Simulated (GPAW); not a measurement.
# Surface energy and work function of Pb(110) from slabs of 4 to 14 layers (PBE)

How do energy and work function of Pb(110) films settle with thickness, and what surface energy follows?

How it was computed: GPAW 26.7.0, plane waves at 450 eV with PAW setups; symmetric 1×1 slabs cut at the tabulated lattice constant (two decimals; low-temperature values for the alkali metals), atoms at bulk places, 7.5 Å of vacuum on each side, one in-plane mesh for all thicknesses, Fermi-Dirac smearing of 0.1 eV. Energies are extrapolated to zero smearing and count from the program's reference atoms. Functional PBE. The cell's area is 17.326 Å².

What came out, but for one run:

| layers | energy (eV) | work function (eV) |
| --- | --- | --- |
| 4 | −14.3680 | 3.49 |
| 5 | −18.1614 | 3.68 |
| 6 | −21.9499 | 3.75 |
| 7 | −25.6894 | 3.72 |
| 8 | −29.5140 | 3.62 |
| 9 | −33.2574 | 3.62 |
| 10 | −37.0583 | 3.66 |
| 11 | −40.8656 | 3.70 |
| 12 | −44.6437 | 3.65 |
| 14 | ? | ? |

**Question.** What surface energy do these runs give, and what energy and work function should the 14-layer slab have?

Worked answer. A slab of n layers has E(n) = nε + 2Aγ once its middle is bulk-like. A line through n = 6 to 12 has the slope ε = −3.7849 eV a layer and the intercept 2Aγ = 0.7818 eV (r.m.s. residual 17.9 meV). So γ = 0.7818 / (2 × 17.326 Å²) = 0.0226 eV/Å² = 0.36 J/m², with a standard error of about 0.02 J/m² from the scatter about the line. For 14 layers: 0.7818 + 14 × (−3.7849) = −52.207 eV; the run gives −52.205 eV, 2.3 meV over the line. The work function has no such law: from 6 to 12 layers it moves between 3.62 and 3.75 eV (mean 3.67), and the 14-layer slab gives 3.67 eV. The thinnest slab, 4 layers, lies −0.18 eV from that mean. The values go up and down with thickness, as expected where levels confined across the film cross the Fermi level one by one.

Caveats: The surfaces are unrelaxed, so γ is an upper bound for this functional and lattice constant. The tabulated lattice constant isn't the functional's own, which strains the slab a little. Spin-orbit coupling is left out.
